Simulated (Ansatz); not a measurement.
# Cs chain started as a strip of triangles: period, moment and channels by functional, part 2 of 2

Wanted: the relaxed geometry and the open channels of the Cs chain started as a strip of triangles, by several methods.

Ansatz 0.2.0; DFT PBE, plane waves, PAW; relaxation of a chain's period (the session's first sound run).

So far, conductance of the lead as this run defines it (G₀): step 3 (the perfect wire, level PBE, k-mesh 1×1×16) 2.00; step 5 (RPBE, another cell, k-mesh 1×1×15) 1.99; step 7 (PBEsol, another cell) 2.00.

### 9. Relaxation of atoms and period, cutoff 1200 eV, PAW set JTH

This step: DFT PBE, plane waves, PAW (JTH); relaxation of a chain's period (Ansatz 0.2.0).

The same functional on other atomic datasets tests how far the result hangs on the treatment of the cores. Against the first PBE run of this kind, the cutoff is 1200 eV against 420.

Contents of input.yaml:

```yaml
crystal:
  lattice:
    - [13.5, 0.0, 0.0]
    - [0.0, 12.0, 0.0]
    - [0.0, 0.0, 4.77508]
  atoms:
    - { symbol: Cs, position: [0.348900741, 0.5, 0.0], spin: 0.5 }
    - { symbol: Cs, position: [0.651099259, 0.5, 0.5], spin: 0.5 }
magnetization:
  spin_polarized: true
kpoints:
  mp_grid: { grid: [1, 1, 17] }
scf:
  occupations: { method: fermi_dirac, width: 0.05 }
hamiltonian:
  xc: pbe
  pseudopotentials: { kind: paw, source: jth }
relax:
  cell: { fix: [a, b, alpha, beta, gamma] }
  max_steps: 60
```

Started as:

```bash
$ ansatz run input.yaml --threads 4 --pin off --max-ram 16384MiB --backend cpu --events-out ev --progress --plain --runs-dir out
```

Wall time 3.9 min (4 threads of Arm Neoverse V1, shared host); peak memory 4.9 GiB; 15 min of CPU time.

Step by step:

| step | energy less that of the first step (eV) | largest force component (eV/Å) | pressure (GPa) | volume (Å³) |
| --- | --- | --- | --- | --- |
| 1 | 0.0000 | 0.2137 | 0.13 | 773.56 |
| 2 | -0.0191 | 0.1836 | 0.11 | 777.70 |
| 3 | -0.0860 | 0.0485 | 0.03 | 804.07 |
| 4 | -0.0966 | 0.0087 | 0.00 | 819.00 |
| 5 | -0.0983 | 0.0058 | -0.01 | 827.71 |
| 6 | -0.0985 | 0.0086 | -0.01 | 831.38 |
| 7 | -0.0988 | 0.0091 | -0.02 | 835.92 |
| 8* | -0.1001 | 0.0091 | -0.01 | 835.92 |

Relaxation steps marked * repeat the geometry before them on a plane-wave basis chosen anew for their cell, so energy and pressure can jump there.

Forces are held to the 8 operations that the run works with; a distortion that breaks them can't arise in this run.

| cell as run | before | after | change |
| --- | --- | --- | --- |
| c (Å) | 4.775 | 5.160 | +8.1 % |

The atoms that moved most (Å, along periodic axes as changes of fractional coordinates times the final cell, across vacuum about the mean position):

| atom | dx | dy | dz | length |
| --- | --- | --- | --- | --- |
| Cs1 | -0.343 | 0.000 | 0.000 | 0.343 |
| Cs2 | 0.343 | 0.000 | 0.000 | 0.343 |

Final coordinates:

```cif
data_structure
_symmetry_space_group_name_H-M 'P 1'
_symmetry_Int_Tables_number 1
_cell_length_a 13.5000
_cell_length_b 12.0000
_cell_length_c 5.1600
_cell_angle_alpha 90.000
_cell_angle_beta 90.000
_cell_angle_gamma 90.000
_cell_volume 835.92
loop_
_atom_site_label
_atom_site_type_symbol
_atom_site_fract_x
_atom_site_fract_y
_atom_site_fract_z
_atom_site_occupancy
Cs1 Cs 0.32349 0.50000 0.00000 1
Cs2 Cs 0.67651 0.50000 0.50000 1
```

The cell's length comes to 5.160 Å, -0.1 % against the first run, with no moment.

### 10. Relaxing the period

This step: DFT PBE, plane waves, PAW; relaxation of a chain's period (Ansatz 0.2.0).

No moment formed, so a run without spin should agree; this checks it and saves time.

input.yaml, the sections that differ from step 9:

```yaml
crystal:
  lattice:
    - [13.5, 0.0, 0.0]
    - [0.0, 12.0, 0.0]
    - [0.0, 0.0, 4.77508]
  atoms:
    - { symbol: Cs, position: [0.348900741, 0.5, 0.0] }
    - { symbol: Cs, position: [0.651099259, 0.5, 0.5] }
hamiltonian:
  xc: pbe
# kpoints, scf, relax: as in step 9
# magnetization: removed
```

It took 17 s on 4 threads; peak memory 0.91 GiB.

The cell's length comes to 5.163 Å, +0.0 % against the first run, with spin left out.

### 11. Comparing the runs

Times are for 4 threads of Arm Neoverse V1, shared host. The runs compared:

| no. | level | cell length along the wire (Å) | absolute moment (μB) | time | memory (GiB) |
| --- | --- | --- | --- | --- | --- |
| 1 | PBE | 5.163 | 0 | 41 s | 1.1 |
| 2 | RPBE | 5.415 | 8.91e-4 | 60 s | 1.1 |
| 3 | PBEsol | 5.030 | 0 | 32 s | 1.1 |
| 4 | PBE, JTH files | 5.160 | 0 | 3.9 min | 4.9 |
| 5 | PBE, no spin | 5.163 | 0 | 17 s | 0.91 |

### 12. A repeat with changed settings

This step: DFT PBE, plane waves, PAW; channels and complex bands of a perfect chain; changed: basis.ecutrho_ratio = 1, scf.max_iter = 50 (Ansatz 0.2.0).

The input of the run on the perfect lead (PBE) is made doubtful on purpose. The ELF is not written this time.

Contents of input.yaml:

```yaml
crystal:
  lattice:
    - [13.5, 0.0, 0.0]
    - [0.0, 12.0, 0.0]
    - [0.0, 0.0, 5.1631796496]
  atoms:
    - { symbol: Cs, position: [0.323508846, 0.5, 0.0] }
    - { symbol: Cs, position: [0.676491154, 0.5, 0.5] }
kpoints:
  mp_grid: { grid: [1, 1, 16] }
  band_path: { path: ["Γ", Z], npoints: 60 }
scf:
  occupations: { method: fermi_dirac, width: 0.05 }
  max_iter: 50
hamiltonian:
  xc: pbe
output:
  transmission:
    e_range: [-2, 2]
    de: 0.035
    kmesh: [1, 1]
    reduced_basis: true
    leads: [[0, 0]]
  dos: { projected: true, e_range: [-6, 4] }
  write_potential: true
  write_density: true
  volumetric_format: npy
basis:
  ecutrho_ratio: 1
```

It took 0.03 s on 4 threads; peak memory 0.031 GiB.

The input was rejected at the start.

The program's message: “Error: output.transmission: <on plane waves> with basis.ecutrho_ratio < 4 — the transmission reads the potential up to twice the cutoff's wavenumber, and below a ratio of 4 the run has it in part; rai …”

The change that led to it: basis.ecutrho_ratio = 1.

### 13. Results

| Quantity | Value |
| --- | --- |
| cell length, PBE | 5.163 Å |
| cell length, RPBE | 5.415 Å |
| cell length, PBEsol | 5.030 Å |
| cell length, PBE, JTH files | 5.160 Å |
| cell length, PBE, no spin | 5.163 Å |
| conductance, PBE | 2.00 G₀ |
| conductance, RPBE | 1.99 G₀ |
| conductance, PBEsol | 2.00 G₀ |

Under PBE the cell's length is 5.16 Å, no moment survives, and it is a metal with 2 channels a spin next to the Fermi level, 2.00 G₀ at 300 K. The cell's length spans 7.7 % over the functionals, shortest under PBEsol and longest under RPBE. A perfect wire passes every open channel, so the conductance counts half a G₀ for each forward-moving state at the Fermi level, spin by spin. At the relaxed period it forms two rows 4.77 Å apart, with 5.42 Å between atoms of unlike rows and 5.16 Å along a row: a strip of triangles. Transport is coherent and elastic here: the atoms are frozen, so scattering by vibrations plays no part. Spin-orbit coupling is left out, which matters for the bands of heavy atoms. The box is narrow for bonds this long, so the chain feels its sideways images.

[Logs are printed without paths, hosts, clocks, repeated set-up lines and the standing remarks that a program may print on its own settings, such as how far it seeks lower states.]

[Hosts, paths, dates, database ids (printed as entryN), source tags and the programs' standing remarks are cut or masked in the printed files.]
